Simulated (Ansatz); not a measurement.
## Starting-point dependence of the GW gap of SnWO4 (Pnna)

How much of the starting functional survives in the G0W0 gap of SnWO4 (Pnna)?

Main program and level: Ansatz 0.2.0; G0W0 on several functionals, plane waves, PAW.

This is a report of a sequence of runs, with most program output left out.

In doubt: masses and optical values from hybrid runs of this build are listed as unsure (step 4), which bears on the screening that GW takes from such a start.

**1. The starting structure**

It takes space group Pnna (No. 52, orthorhombic). Conventional cell: a = 5.627 Å, b = 11.649 Å, c = 4.997 Å, α = 90.00°, β = 90.00°, γ = 90.00°. Sn has 4 O at 2.18 to 2.39 Å nearest. Nearest to W lie 6 O at 1.80 to 2.14 Å. O has 2 W at 1.80 to 2.14 Å nearest. Nearest to O lie 1 W at 1.89 Å and 2 Sn at 2.18 to 2.39 Å. Farther neighbours and most contacts between anions are not listed.

The cell and positions come from the Crystallography Open Database and are kept as given unless a step says otherwise. Spin-orbit coupling is left out unless a step names it. The default PAW set here is soft_2. Its files were made with PBE.

**2. G0W0 on LDA**

G0W0 replaces the xc potential by the self-energy, built once from these orbitals. Only a window of levels is corrected, while the sums run over the empty bands that the input names.

This step: G0W0 on LDA, plane waves, PAW.

input.yaml

```yaml
crystal:
  lattice:
    - [5.627, 0.0, 0.0]
    - [0.0, 11.6486, 0.0]
    - [0.0, 0.0, 4.9973]
  atoms:
    - { symbol: Sn, position: [0.25, 0.0, 0.2196] }
    - { symbol: Sn, position: [0.25, 0.5, 0.2804] }
    - { symbol: Sn, position: [0.75, 0.0, 0.7804] }
    - { symbol: Sn, position: [0.75, 0.5, 0.7196] }
    - { symbol: W, position: [0.6677, 0.25, 0.25] }
    - { symbol: W, position: [0.8323, 0.75, 0.25] }
    - { symbol: W, position: [0.3323, 0.75, 0.75] }
    - { symbol: W, position: [0.1677, 0.25, 0.75] }
    - { symbol: O, position: [0.3765, 0.2987, 0.9988] }
    - { symbol: O, position: [0.1235, 0.7013, 0.9988] }
    - { symbol: O, position: [0.3765, 0.2013, 0.5012] }
    - { symbol: O, position: [0.1235, 0.7987, 0.5012] }
    - { symbol: O, position: [0.6235, 0.7013, 0.0012] }
    - { symbol: O, position: [0.8765, 0.2987, 0.0012] }
    - { symbol: O, position: [0.6235, 0.7987, 0.4988] }
    - { symbol: O, position: [0.8765, 0.2013, 0.4988] }
    - { symbol: O, position: [0.1019, 0.3961, 0.6037] }
    - { symbol: O, position: [0.3981, 0.6039, 0.6037] }
    - { symbol: O, position: [0.1019, 0.1039, 0.8963] }
    - { symbol: O, position: [0.3981, 0.8961, 0.8963] }
    - { symbol: O, position: [0.8981, 0.6039, 0.3963] }
    - { symbol: O, position: [0.6019, 0.3961, 0.3963] }
    - { symbol: O, position: [0.8981, 0.8961, 0.1037] }
    - { symbol: O, position: [0.6019, 0.1039, 0.1037] }
kpoints:
  mp_grid: { grid: [2, 2, 4] }
hamiltonian:
  xc: lda
scf:
  occupations: { method: fixed }
gw:
  n_empty_bands: 454
  ecut_chi: 72
  qp_bands: [v4, c4]
  qp_kpoints: band_edges
  screening: { model: contour_deformation }
```

The run is started by

```bash
$ ansatz run input.yaml --threads 24 --pin off --max-ram 82944MiB --backend cuda --events-out ev --progress --plain --runs-dir out --devices 1 --max-vram 78GiB
```

Run time: 14 s. Hardware: 1 × NVIDIA GB200 (shared by 2 runs) with 24 threads of Arm Neoverse V2, shared host; peak memory 2.6 GiB.

This step gave:

| Property | Result |
| --- | --- |
| bands summed | 558 |
| RPA ε∞ on this mesh (eigenvalues) | 6.447, 6.623, 7.909 |
| plane waves in the screening matrix | 461 |
| q-points in the mesh | 16 |
| G0W0 gap on the mesh | 2.479 eV |
| k of the valence top | 0, 0, 0.25 |
| k of the conduction bottom | 0, 0, 0 |
| starting gap on the mesh | 1.353 eV |
| Z at the valence top | 0.7601 |
| Z at the conduction bottom | 0.7614 |
| least direct G0W0 gap on the computed points | 2.539 eV |

The gap on the mesh goes from 1.35 eV to 2.48 eV, a correction of +1.13 eV. Between the two edge states, bare exchange in place of the xc potential would open the gap by 7.20 eV, and correlation takes back 6.08 eV.

**3. G0W0 on r2SCAN**

The same correction from a different start measures what one shot leaves open.

This step: G0W0 on r2SCAN, plane waves, PAW.

input.yaml: that of step 2 with these lines changed.

```diff
@@ -33,3 +33,3 @@
 hamiltonian:
-  xc: lda
+  xc: r2scan
 scf:
```

It took 22 s on 1 × NVIDIA GB200 (shared by 2 runs) with 24 threads; peak memory 4.2 GiB.

This step gave:

* bands summed: 558
* RPA ε∞ on this mesh (eigenvalues): 5.610, 5.828, 6.845
* plane waves in the screening matrix: 461
* q-points in the mesh: 16
* G0W0 gap on the mesh: 2.588 eV
* k of the valence top: 0, 0, 0.25
* k of the conduction bottom: 0, 0, 0
* starting gap on the mesh: 1.507 eV
* Z at the valence top: 0.7725
* Z at the conduction bottom: 0.7696
* least direct G0W0 gap on the computed points: 2.650 eV

Against the run with 2×2×4 mesh, 454 empty bands, screening to 72 eV on LDA, the gap moves by +0.11 eV, while the start moved by +0.15 eV.

**4. G0W0 on HSE06**

This step: G0W0 on HSE06, plane waves, PAW.

input.yaml: that of step 3 with these lines changed.

```diff
@@ -33,3 +33,3 @@
 hamiltonian:
-  xc: r2scan
+  xc: hse06
 scf:
```

The job ended after 63 s (1 × NVIDIA GB200 (shared by 2 runs) with 24 threads; peak memory 4.1 GiB).

This step gave:

- bands summed: 558
- RPA ε∞ on this mesh (eigenvalues): 4.802, 4.994, 5.743
- plane waves in the screening matrix: 461
- G0W0 gap on the mesh: 2.774 eV
- k of the valence top: 0, 0, 0.25
- k of the conduction bottom: 0, 0, 0
- starting gap on the mesh: 2.084 eV
- least direct G0W0 gap on the computed points: 2.840 eV

Against the run with 2×2×4 mesh, 454 empty bands, screening to 72 eV on r2SCAN, the gap moves by +0.19 eV, while the start moved by +0.58 eV.

**5. The starts together**

All on the 2×2×4 mesh with 454 empty bands and screening to 72 eV. Times are wall times on 1 × NVIDIA GB200 (shared by 2 runs) with 24 threads of Arm Neoverse V2, shared host, good to a factor of about two.

| start | starting gap (eV) | shift (eV) | G0W0 gap (eV) | RPA ε∞ (harmonic mean) | Z (valence, conduction) | time |
| --- | --- | --- | --- | --- | --- | --- |
| LDA | 1.35 | +1.13 | 2.48 | 6.94 | 0.76, 0.76 | 14 s |
| r2SCAN | 1.51 | +1.08 | 2.59 | 6.05 | 0.77, 0.77 | 22 s |
| HSE06 | 2.08 | +0.69 | 2.77 | 5.15 | 0.80, 0.79 | 63 s |

How the two edges are built up, in eV (the quasiparticle level is the starting level plus Σx plus Σc less Vxc):

| run | edge | start | Σx | Σc | Vxc | Z | QP |
| --- | --- | --- | --- | --- | --- | --- | --- |
| LDA | valence top | 8.69 | -20.63 | 2.07 | -18.69 | 0.76 | 8.83 |
| LDA | conduction bottom | 10.05 | -15.54 | -4.00 | -20.81 | 0.76 | 11.31 |
| r2SCAN | valence top | 8.94 | -20.27 | 1.99 | -18.26 | 0.77 | 8.91 |
| r2SCAN | conduction bottom | 10.44 | -15.60 | -3.99 | -20.64 | 0.77 | 11.49 |
| HSE06 | valence top | 8.64 | -20.01 | 1.82 | -18.29 | 0.80 | 8.74 |
| HSE06 | conduction bottom | 10.73 | -15.08 | -3.87 | -19.74 | 0.79 | 11.52 |

For a hybrid start, Vxc holds its share of exact exchange.

**6. Results**

| Quantity | Value |
| --- | --- |
| G0W0@LDA | 2.48 eV (start 1.35 eV) |
| G0W0@r2SCAN | 2.59 eV (start 1.51 eV) |
| G0W0@HSE06 | 2.77 eV (start 2.08 eV) |
| known limits | not at the basis limit; no spin-orbit coupling; coarse k mesh |

In words: The starting gaps span 0.73 eV and the G0W0 gaps 0.30 eV. Between LDA and HSE06, 0.30 eV of the 0.73 eV survives, 40 %. HSE06 screens less than LDA (ε∞ 5.15 against 6.94). Of the 0.30 eV by which its G0W0 gap is higher, the correlation part gives +0.39 eV, and exchange with the one-particle terms, which follow the orbitals, −0.10 eV. The smallest correction, +0.69 eV, is on HSE06, the start nearest to reproducing itself. Bands and cutoff are finite, so the gap is not at the basis limit. The miss can reach some tenths of an eV and take either sign; the mesh is an error of its own. The 2×2×4 mesh is coarse for this cell (its supercell is 11 Å along the shortest edge). The RPA ε∞ on it, from the LDA start, is 6.45, 6.62 and 7.91; such meshes misread the long-range screening, most where the gap is narrow. The many-body steps are scalar-relativistic: spin-orbit coupling is not in them.

[Paths, hosts, dates, memory and timing lines, banners, echoed tables and standing remarks are left out of the program output.]

[Logs are printed without paths, hosts, clocks, repeated set-up lines and the standing remarks that a program may print on its own settings, such as how far it seeks lower states.]

[Runs of the session that timed out or met a known fault of the program may be left out.]

[Cells called generated may have been cut or substituted from an entry of the Crystallography Open Database or the Materials Project.]

[Hosts, paths, dates, database ids (printed as entryN), source tags and the programs' standing remarks are cut or masked in the printed files.]
